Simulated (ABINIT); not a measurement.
An input for ABINIT 10.8.3 (SnSe2 (P-3m1)):

```
acell 3*1.0 Angstrom
rprim 
  3.810999999987 0.000000000003 0.000000000000
  -1.905499999996 3.300422813810 0.000000000000
  0.000000000000 0.000000000000 6.136000000000
ntypat 2
znucl 50 34
natom 3
typat 1 2 2
xred 
  0.000000000000 0.000000000000 0.000000000000
  0.333333333333 0.666666666667 0.249000000000
  0.666666666667 0.333333333333 0.751000000000
pp_dirpath "pseudos"
pseudos "Sn.upf, Se.upf"
ecut 39
ngkpt 3 3 2
nshiftk 1
shiftk 0 0 0
kptopt 1
chksymbreak 0
istwfk *1
occopt 1
irdwfk 1
optdriver 3
nband 225
ecuteps 6
inclvkb 2
awtr 1
symchi 1
irdqps 1
gwcalctyp 10
nqptdm 5
qptdm 
  0.3333333333 0.0000000000 0.0000000000
  0.3333333333 0.3333333333 0.0000000000
  0.0000000000 0.0000000000 0.5000000000
  0.3333333333 0.0000000000 0.5000000000
  0.3333333333 0.3333333333 0.5000000000
indata_prefix "in"
outdata_prefix "out"
tmpdata_prefix "tmp"
```

```sh
OMP_NUM_THREADS=1 mpirun -n 8 abinit run.abi > log; mrgscr < mrgscr.stdin
```

Q: Estimate wall time and host memory on 8 MPI ranks of Arm Neoverse V2, shared host.

It took 22 s; on shared hardware allow 11 s to 44 s. Peak host memory was 1.8 GiB.

[Paths, hosts, dates, memory and timing lines, banners, echoed tables and standing remarks are left out of the program output.]

[Logs are printed without paths, hosts, clocks, repeated set-up lines and the standing remarks that a program may print on its own settings, such as how far it seeks lower states.]

[Runs of the session that timed out or met a known fault of the program may be left out.]

[Hosts, paths, dates, database ids (printed as entryN), source tags and the programs' standing remarks are cut or masked in the printed files.]

[G0W0 gaps are taken among the corrected bands and points alone; a level outside them can change the order at an edge.]

[Where Ansatz stands beside ABINIT at settings called matched, ABINIT's density can come from a denser mesh and the files from another edition; pairs whose starting gaps differed by over 0.03 eV were left out, so agreement reads better than it is.]
